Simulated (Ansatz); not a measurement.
## Quasiparticle gap of K2YInBr6 (double perovskite (elpasolite)) (Fm-3m)

Wanted: the gap of K2YInBr6 (double perovskite (elpasolite)) (Fm-3m) with a many-body correction, and the time that it takes.

Program: Ansatz 0.2.0. Level of theory: LDA, then G0W0 on it, plane waves, PAW. Results are calculated unless marked as measured.

Report form: the programs' logs are mostly left out.

The structure was built from a prototype and need not be the compound's stable phase.

In doubt: masses and optical values from hybrid runs of this build are listed as unsure (in some of the runs), which bears on the screening that GW takes from such a start.

### 1. The structure

Symmetry: Fm-3m, No. 225, cubic system. The conventional cell has a = 11.328 Å, b = 11.328 Å, c = 11.328 Å, α = 90.00°, β = 90.00°, γ = 90.00°. K has 12 Br at 4.01 Å nearest. In has 6 Br at 2.61 Å nearest. Y has 6 Br at 3.05 Å nearest. Nearest to Br lie 1 In at 2.61 Å and 1 Y at 3.05 Å and 4 K at 4.01 Å. It derives from Br6In1K2Y1. Farther neighbours and most contacts between anions are not listed.

The start is a generated structure, not a measured one. The structure type comes from a generator and need not be one that this composition takes. The default PAW set here is soft_2. Its files were made with PBE.

### 2. Relaxation

The structure is relaxed first.

This step: DFT, LDA, plane waves, PAW.

input.yaml reads:

```yaml
crystal:
  lattice:
    - [0.0, 5.66402788, 5.66402788]
    - [5.66402788, 0.0, 5.66402788]
    - [5.66402788, 5.66402788, 0.0]
  atoms:
    - { symbol: K, position: [0.25, 0.25, 0.25] }
    - { symbol: K, position: [0.75, 0.75, 0.75] }
    - { symbol: In, position: [0.0, 0.0, 0.0] }
    - { symbol: "Y", position: [0.5, 0.5, 0.5] }
    - { symbol: Br, position: [0.2303195778, 0.7696804222, 0.7696804222] }
    - { symbol: Br, position: [0.2303195778, 0.7696804222, 0.2303195778] }
    - { symbol: Br, position: [0.7696804222, 0.2303195778, 0.7696804222] }
    - { symbol: Br, position: [0.7696804222, 0.2303195778, 0.2303195778] }
    - { symbol: Br, position: [0.7696804222, 0.7696804222, 0.2303195778] }
    - { symbol: Br, position: [0.2303195778, 0.2303195778, 0.7696804222] }
kpoints:
  mp_grid: { grid: [4, 4, 4] }
hamiltonian:
  xc: lda
scf:
  occupations: { method: fermi_dirac, width: 0.02 }
relax:
  f_tol: 0.01
  max_steps: 100
  cell: {}
```

Run with:

```console
$ ansatz run input.yaml --threads 4 --pin off --max-ram 17510MiB --backend cpu --events-out ev --progress --plain --runs-dir out
```

The job ended after 19 s (4 threads of Arm Neoverse V1, shared host; peak memory 0.85 GiB).

Relaxation path:

| step | energy less that of the first step (eV) | largest force component (eV/Å) | pressure (GPa) | volume (Å³) |
| --- | --- | --- | --- | --- |
| 1 | 0.0000 | 2.7596 | 0.67 | 363.42 |
| 2 | -2.4897 | 1.3762 | -0.02 | 358.74 |
| 3 | -2.8795 | 0.7888 | 2.56 | 347.66 |
| 4 | -3.1043 | 0.1265 | 0.69 | 359.03 |
| 5 | -3.1304 | 0.0625 | 0.35 | 365.22 |
| 6 | -3.1395 | 0.0052 | 0.03 | 371.61 |
| 7* | -3.1404 | 0.0053 | 0.03 | 371.61 |

Relaxation steps marked * repeat the geometry before them on a plane-wave basis chosen anew for their cell, so energy and pressure can jump there.

Forces are held to the 48 operations that the run works with; a distortion that breaks them can't arise in this run.

| conventional cell, symmetrised | before | after | change |
| --- | --- | --- | --- |
| a (Å) | 11.328 | 11.413 | +0.7 % |
| b (Å) | 11.328 | 11.413 | +0.7 % |
| c (Å) | 11.328 | 11.413 | +0.7 % |
| volume (Å³/atom) | 36.34 | 37.16 | +2.3 % |

The atoms that moved most (Å, as changes of fractional coordinates times the final cell):

| atom | dx | dy | dz | length |
| --- | --- | --- | --- | --- |
| Br7 | 0.000 | -0.357 | 0.000 | 0.357 |
| Br5 | -0.357 | 0.000 | 0.000 | 0.357 |
| Br9 | 0.000 | 0.000 | -0.357 | 0.357 |
| Br10 | 0.000 | 0.000 | 0.357 | 0.357 |
| Br8 | 0.357 | 0.000 | 0.000 | 0.357 |
| Br6 | 0.000 | 0.357 | 0.000 | 0.357 |

### 3. Bands along the symmetry lines

Levels along a band path and on the mesh show where this functional puts the band edges.

input.yaml reads:

```yaml
crystal:
  lattice:
    - [0.0, 5.7062557021, 5.7062557021]
    - [5.7062557021, 0.0, 5.7062557021]
    - [5.7062557021, 5.7062557021, 0.0]
  atoms:
    - { symbol: K, position: [0.25, 0.25, 0.25] }
    - { symbol: K, position: [0.75, 0.75, 0.75] }
    - { symbol: In, position: [0.0, 0.0, 0.0] }
    - { symbol: "Y", position: [0.5, 0.5, 0.5] }
    - { symbol: Br, position: [0.2615945249, 0.7384054751, 0.7384054751] }
    - { symbol: Br, position: [0.2615945249, 0.7384054751, 0.2615945249] }
    - { symbol: Br, position: [0.7384054751, 0.2615945249, 0.7384054751] }
    - { symbol: Br, position: [0.7384054751, 0.2615945249, 0.2615945249] }
    - { symbol: Br, position: [0.7384054751, 0.7384054751, 0.2615945249] }
    - { symbol: Br, position: [0.2615945249, 0.2615945249, 0.7384054751] }
kpoints:
  mp_grid: { grid: [4, 4, 4] }
  band_path:
    path:
      - [[0.0, 0.0, 0.0], [0.5, 0.0, 0.5], [0.625, 0.25, 0.625]]
      - [[0.375, 0.375, 0.75], [0.0, 0.0, 0.0], [0.5, 0.5, 0.5], [0.5, 0.25, 0.75], [0.5, 0.0, 0.5]]
    npoints: 10
hamiltonian:
  xc: lda
scf:
  occupations: { method: fermi_dirac, width: 0.02 }
  n_extra_bands: 7
output:
  eigenvalues: true
  forces: true
  stress: true
  write_density: true
  write_potential: true
  elf: true
  volumetric_format: npy
```

Wall time 10 s (4 threads); peak memory 1.1 GiB; 41 s of CPU time.

This step gave:

- pressure: 0.02577 GPa
- filled bands: 42
- gap: 1.886 eV
- valence top at: L
- conduction bottom at: Γ
- least direct gap: 2.107 eV

Over mesh and path the gap is 1.886 eV, from k = (0.500, 0.500, 0.500) to k = Γ. The least direct gap found is 2.107 eV, at k = (0.500, 0.500, 0.500).

The electronic bands at the labelled points (eV, zero at the top of the highest nominally filled band):

| point | band 39 | band 40 | band 41 | band 42 | band 43 | band 44 | band 45 | band 46 |
| --- | --- | --- | --- | --- | --- | --- | --- | --- |
| Γ | -1.87 | -1.87 | -1.87 | -1.12 | 1.89 | 2.48 | 2.48 | 2.48 |
| halfway | -2.13 | -2.13 | -1.88 | -0.57 | 2.42 | 2.49 | 2.68 | 2.68 |
| X | -2.37 | -2.37 | -1.88 | -0.80 | 2.51 | 3.04 | 3.04 | 3.56 |
| halfway | -2.41 | -2.35 | -1.91 | -0.71 | 2.53 | 2.98 | 3.03 | 3.62 |
| U | -2.31 | -2.29 | -2.00 | -0.51 | 2.53 | 2.85 | 2.98 | 3.56 |
| jump to K | -2.31 | -2.29 | -2.00 | -0.51 | 2.53 | 2.85 | 2.98 | 3.56 |
| halfway | -2.11 | -2.07 | -1.98 | -0.37 | 2.28 | 2.51 | 2.69 | 2.70 |
| Γ | -1.87 | -1.87 | -1.87 | -1.12 | 1.89 | 2.48 | 2.48 | 2.48 |
| halfway | -2.02 | -2.02 | -1.96 | -0.49 | 2.16 | 2.54 | 2.57 | 2.57 |
| L | -2.20 | -2.20 | -2.09 | 0.00 | 2.11 | 2.61 | 2.61 | 3.30 |
| halfway | -2.27 | -2.14 | -2.11 | -0.25 | 2.39 | 2.68 | 2.82 | 3.34 |
| W | -2.48 | -2.11 | -2.11 | -0.47 | 2.70 | 2.70 | 3.04 | 3.14 |
| halfway | -2.43 | -2.33 | -1.95 | -0.64 | 2.56 | 2.91 | 3.04 | 3.50 |
| X | -2.37 | -2.37 | -1.88 | -0.80 | 2.51 | 3.04 | 3.04 | 3.56 |

ELF in the ac plane of the conventional cell at fractional y = 0.000, with atoms of In and Y and Br within 0.2 Å of it. It is the smooth field of the valence electrons, not physical close to the nuclei.

Ten even steps from '0' (0.01) to '9' (0.86), each cell a mean:
```
01323795249834988972696238942320
33322599999721477621589999731233
22110268886211233321147887410122
65420013431026899874112342001345
89973000000269965898410000025899
16996200001489710499620000148983
05996200000479954898610000148982
79973001100136899875200010015898
77531135641001333321003565211467
42102689985212222221137999741123
98415997898423322332269978973269
69736950179523200132379302884598
89726962389423200132379524983498
76215899997312333332259999972147
33211478874101222211026888621123
98741123420013456542001343102689
58984100000258998997300000026996
04996200001489831699620000148971
48986100001489820599620000047995
98752000100158987997300110013689
33210035652114677753113564100133
22211379997411234210268998521222
23322699789732699841599789842332
01323793028845986973695017952320
```
Columns run along a (11.4 Å), rows up along c (11.4 Å), edges of the conventional cell, whose origin can differ from the input's. Atoms in or near the plane, at fractional coordinates: In at (0.00, 0.00), In at (0.50, 0.50), Y at (0.50, 0.00), Y at (0.00, 0.50), Br at (0.74, 0.00), Br at (0.24, 0.50), Br at (0.26, 0.00), Br at (0.76, 0.50), Br at (0.50, 0.24), Br at (0.00, 0.74), Br at (0.00, 0.26), Br at (0.50, 0.76).

Electrostatic potential energy in the ac plane of the conventional cell at fractional y = 0.000, with atoms of In and Y and Br within 0.2 Å of it. With pseudopotentials it is smooth inside the atoms' cores, unlike the true potential.

Ten even steps from '0' (-72 eV) to '9' (8 eV), each cell a mean:
```
34699961015887421368972003899854
67899997568998755689997668999976
99999999999999988899999999999999
99999999999999987899999999999999
57999999999999521389999999999986
01699999999998300069999999999840
01699999999999511379999999999830
36899999999999977899999999999974
89999999999999999999999999999998
78999999999999988899999999999988
35789853369998655689998534799864
12588610028997533468995000488731
13689720038998543469996101588742
56899976689999766789999756899875
88999999999999999999999999999998
78999999999999999999999999999998
13899999999999865799999999999952
00699999999998400169999999999830
13799999999998300169999999999951
78999999999999743689999999999997
99999999999999988999999999999999
88999999999999887899999999999998
56899985347998643578985336999865
34689950004887311258861002899753
```
Columns run along a (11.4 Å; values clipped at the 3rd and 97th percentile), rows up along c (11.4 Å), edges of the conventional cell, whose origin can differ from the input's. Atoms in or near the plane, at fractional coordinates: In at (0.00, 0.00), In at (0.50, 0.50), Y at (0.50, 0.00), Y at (0.00, 0.50), Br at (0.74, 0.00), Br at (0.24, 0.50), Br at (0.26, 0.00), Br at (0.76, 0.50), Br at (0.50, 0.24), Br at (0.00, 0.74), Br at (0.00, 0.26), Br at (0.50, 0.76).

### 4. One-shot GW

G0W0 replaces the xc potential by a self-energy built once from the orbitals of the start. Levels are corrected in the window of bands that the input names, at points of the mesh.

This step: G0W0 on LDA, plane waves, PAW.

input.yaml, the sections that differ from step 3:

```yaml
kpoints:
  mp_grid: { grid: [2, 2, 2] }
scf:
  occupations: { method: fixed }
gw:
  n_empty_bands: 1109
  ecut_chi: 120.0
  qp_bands: [v3, c3]
  qp_kpoints: band_edges
  screening: { model: contour_deformation }
# crystal, hamiltonian: as in step 3
# output: removed
```

Run time: 5.4 min. Hardware: 4 threads; peak memory 7 GiB.

This step gave:

```
bands summed                                    : 1151
RPA ε∞ on this mesh (eigenvalues)               : 3.970, 3.970, 3.970
plane waves in the screening matrix             : 1067
q-points in the mesh                            : 8
G0W0 gap over the corrected points              : 3.274 eV
k of the valence top                            : 0, 0, -0.5
k of the conduction bottom                      : 0, 0, 0
starting gap on the mesh                        : 1.884 eV
Z at the valence top                            : 0.7785
Z at the conduction bottom                      : 0.8245
least direct G0W0 gap over the corrected points : 3.706 eV
```

Over all 3 irreducible mesh points the G0W0 gap is 3.274 eV, from k = (0.000, 0.000, -0.500) to k = Γ. The LDA gap of this run on the mesh is 1.884 eV. The two states that bound the G0W0 gap lie that far apart at the start, so the correction of the gap is 3.274 − 1.884 = +1.390 eV. The start of this run differs from the step before in mesh (4×4×4 and 2×2×2). The program marks 1 of the 18 corrected levels as in doubt (Σc rises), neither edge state among them.

Labels follow the order of the start: v1 is the top filled band, c1 the lowest empty one; levels that stay degenerate share a row, the window can cut a multiplet, doubted levels are not marked in this list, bands outside the window were not corrected, and the list may be a part of the corrected levels. Levels before and after the correction, in eV, zero at the valence-band top of each column:

|  | conduction bottom | valence top |
| --- | --- | --- |
| Kohn-Sham | 1.88 | 0.00 |
| G0W0 | 3.27 | 0.00 |

|  | level | occupation | energy (eV) |
| --- | --- | --- | --- |
| Kohn-Sham | Γ v3-v2 | 2 | -1.867 |
| Kohn-Sham | Γ v1 | 2 | -1.121 |
| Kohn-Sham | Γ c1 | 0 | 1.884 |
| Kohn-Sham | Γ c2-c3 | 0 | 2.462 |
| Kohn-Sham | (0 0 -0.5) v3 | 2 | -2.198 |
| Kohn-Sham | (0 0 -0.5) v2 | 2 | -2.088 |
| Kohn-Sham | (0 0 -0.5) v1 | 2 | 0.000 |
| Kohn-Sham | (0 0 -0.5) c1 | 0 | 2.098 |
| Kohn-Sham | (0 0 -0.5) c2-c3 | 0 | 2.599 |
| G0W0 | Γ v3-v2 | 2 | -2.290 |
| G0W0 | Γ v1 | 2 | -1.058 |
| G0W0 | Γ c1 | 0 | 3.274 |
| G0W0 | Γ c2-c3 | 0 | 4.182 |
| G0W0 | (0 0 -0.5) v3 | 2 | -2.624 |
| G0W0 | (0 0 -0.5) v2 | 2 | -2.528 |
| G0W0 | (0 0 -0.5) v1 | 2 | 0.000 |
| G0W0 | (0 0 -0.5) c1 | 0 | 3.706 |
| G0W0 | (0 0 -0.5) c2-c3 | 0 | 4.316 |

The parts of the quasiparticle energy for the two states that bound the G0W0 gap, in eV on the run's own scale (QP = start + Σx + Σc − Vxc, with Σc at the quasiparticle energy):

| edge | k | band | start | Σx | Σc | Vxc | Z | QP |
| --- | --- | --- | --- | --- | --- | --- | --- | --- |
| valence top | (0.000, 0.000, -0.500) | 42 | 3.349 | −17.834 | 0.686 | −16.463 | 0.778 | 2.664 |
| conduction bottom | Γ | 43 | 5.234 | −3.416 | −3.264 | −7.384 | 0.825 | 5.938 |

### 5. Spin-orbit coupling

This run has two-component orbitals with spin-orbit coupling.

This step: DFT, LDA with spin-orbit coupling, plane waves, PAW.

input.yaml, the sections that differ from step 4:

```yaml
kpoints:
  mp_grid: { grid: [4, 4, 4] }
  band_path:
    path:
      - [0.0, 0.0, 0.0]
      - [0.5, 0.0, 0.5]
      - [0.625, 0.25, 0.625]
      - [0.375, 0.375, 0.75]
      - [0.5, 0.5, 0.5]
      - [0.5, 0.25, 0.75]
    npoints: 1
scf:
  occupations: { method: fixed }
  n_extra_bands: 14
magnetization:
  noncollinear: true
  spin_orbit: true
output:
  eigenvalues: true
  forces: true
  stress: true
# crystal, hamiltonian: as in step 4
# gw: removed
```

It took 46 s on 4 threads; peak memory 2.2 GiB.

This step gave:

```yaml
pressure: 0.02595 GPa
gap: 1.873 eV
valence_top_at: L
conduction_bottom_at: Γ
least_direct_gap: 2.086 eV
```

Over mesh and listed points the gap is 1.873 eV, from k = (0.500, 0.500, 0.500) to k = Γ. The least direct gap found is 2.086 eV, at k = (0.500, 0.500, 0.500). LDA+SOC against LDA: 1.873 − 1.886 = −0.013 eV, with the same mesh, set of files (read in its fully relativistic form for the spin-orbit run) and cutoff, and both edges at the same k points. The spin-orbit run sees mesh and listed points alone, so its gap is an upper bound: the coupling can move an edge off these points, and the change over the zone, its sign included where it is small, is not known.

### 6. Side by side

Each gap is the least one over the points named; times are wall times on shared hosts, not benchmarks. A G0W0 time includes the run's own self-consistent start. Runs with listed points see these and the mesh alone, so an edge that moves elsewhere is missed. Rows marked * are further runs, not shown as steps, whose inputs differ from the G0W0 step on the same start in the columns given; solver thresholds can differ too. Symmetry makes (0.500, 0.500, 0.500) and (0.000, 0.000, -0.500) one point.

| level | mesh | files, cutoff | bands summed, screening | points | gap (eV) | valence top | conduction bottom | least direct gap (eV) | time |
| --- | --- | --- | --- | --- | --- | --- | --- | --- | --- |
| LDA | 4×4×4 | soft_2 PAW, 420 eV | - | mesh and path | 1.886 | (0.500, 0.500, 0.500) | Γ | 2.107 | 10 s |
| LDA+SOC | 4×4×4 | soft_2 PAW, 420 eV | - | mesh and listed points | 1.873 | (0.500, 0.500, 0.500) | Γ | 2.086 | 46 s |
| G0W0@LDA* | 2×2×2 | soft_2 PAW, 420 eV | 224, 36 eV | all 3 irreducible mesh points | 2.616 | (0.000, 0.000, -0.500) | Γ | 3.289 | 15 s |
| G0W0@LDA* | 2×2×2 | soft_2 PAW, 420 eV | 557, 72 eV | all 3 irreducible mesh points | 3.037 | (0.000, 0.000, -0.500) | Γ | 3.540 | 64 s |
| G0W0@LDA | 2×2×2 | soft_2 PAW, 420 eV | 1151, 120 eV | all 3 irreducible mesh points | 3.274 | (0.000, 0.000, -0.500) | Γ | 3.706 | 5.4 min |
| G0W0@LDA* | 2×2×2 | soft_2 PAW, 420 eV | 1151, 120 eV, plasmon pole | all 3 irreducible mesh points | 3.232 | (0.000, 0.000, -0.500) | Γ | 3.700 | 6 min |

### 7. Results

* LDA gap over mesh and path: 1.886 eV, from k = (0.500, 0.500, 0.500) to k = Γ
* G0W0@LDA gap over all 3 irreducible mesh points: 3.274 eV, from k = (0.000, 0.000, -0.500) to k = Γ
* LDA+SOC gap over mesh and listed points: 1.873 eV
* GW settings: 2×2×2 mesh, 1109 empty bands, screening to 120 eV
* known limits: finite bands, screening cutoff and k mesh; no spin-orbit coupling in G0W0; d shells not analysed; screening cutoff under 40 eV in some runs

**Reading.** Over all 3 irreducible mesh points the G0W0 gap is 3.274 eV, from k = (0.000, 0.000, -0.500) to k = Γ. The LDA gap of this run on the mesh is 1.884 eV. The two states that bound the G0W0 gap lie that far apart at the start, so the correction of the gap is 3.274 − 1.884 = +1.390 eV. The valence state moves by 2.664 − 3.349 = −0.685 eV and the conduction state by 5.938 − 5.234 = +0.704 eV, on the run's own scale; with 224 bands the edge states move by +0.094 and +0.826 eV, so the split between the edges depends on the bands and cutoff. Both edges that LDA shows over mesh and path lie at k points where levels were corrected. Levels at other points were not corrected, so a lower G0W0 gap elsewhere in the zone is not ruled out. From 224 bands and 36 eV to 1151 bands and 120 eV the gap moves by 3.274 − 2.616 = +0.658 eV (rung by rung 2.616, 3.037, 3.274 eV); bands and screening cutoff rise together, so their parts are not told apart. A line in one over the bands through the two highest rungs gives 3.274 + (3.274 − 3.037) × 557 / (1151 − 557) = 3.496 eV, and through the pair below 3.037 + (3.037 − 2.616) × 224 / (557 − 224) = 3.320 eV. The two differ by 0.176 eV, not under the 0.030 eV asked, so the law does not hold well over these rungs and the limit is not known. With the plasmon pole model in place of the contour deformation model and all else as in the G0W0@LDA row with 1151 bands, the gap differs by 3.232 − 3.274 = −0.042 eV. G0W0 on other starts in this series, not shown as steps and not all at these settings: 3.801 eV on HSE06 (2×2×2, soft_2 PAW, 1151 bands, 120 eV). LDA+SOC against LDA: 1.873 − 1.886 = −0.013 eV, with the same mesh, set of files (read in its fully relativistic form for the spin-orbit run) and cutoff, and both edges at the same k points. The spin-orbit run sees mesh and listed points alone, so its gap is an upper bound: the coupling can move an edge off these points, and the change over the zone, its sign included where it is small, is not known. What spin-orbit coupling does to the G0W0 levels was not computed, so no sum with the G0W0 gap is formed. For the G0W0 step: the program marks 1 of the 18 corrected levels as in doubt (Σc rises), neither edge state among them. The G0W0 runs are scalar-relativistic. One-shot GW is known to converge slowly in bands for compounds with shallow d shells. The cell holds In; the filling of the d shell and its place against the gap were not analysed here. No pair of G0W0 runs that differ in the mesh alone is shown (2×2×2 is a supercell whose nearest images lie 16 Å apart), so the error from the mesh is not known here. G0W0 is shown with one set of atomic data (soft_2 PAW), so the error from the files is not known here. A screening cutoff under 40 eV is crude: G0W0@LDA with 224 bands at 36 eV. Failed or unusable runs on LDA in this series, left out of the table: G0W0@LDA (2×2×2 mesh, hard PAW files, 710 eV, 1644 empty bands) reached its time limit after 25 min.

[Paths, hosts, dates, memory and timing lines, banners, echoed tables and standing remarks are left out of the program output.]

[Logs are printed without paths, hosts, clocks, repeated set-up lines and the standing remarks that a program may print on its own settings, such as how far it seeks lower states.]

[Runs of the session that timed out or met a known fault of the program may be left out.]

[Cells called generated may have been cut or substituted from an entry of the Crystallography Open Database or the Materials Project.]

[Hosts, paths, dates, database ids (printed as entryN), source tags and the programs' standing remarks are cut or masked in the printed files.]

[Where an RPA ε∞ is given, it is that of the G0W0 mesh and is not shown converged in it. Names of k-points follow the symmetry that the program found, which can be lower than the space group named. Band edges on a path are those of the sampled points; other points can move an edge, and change direct to indirect where valleys lie close.]

[Hybrid gaps are those of their k-mesh and are not shown converged in it.]
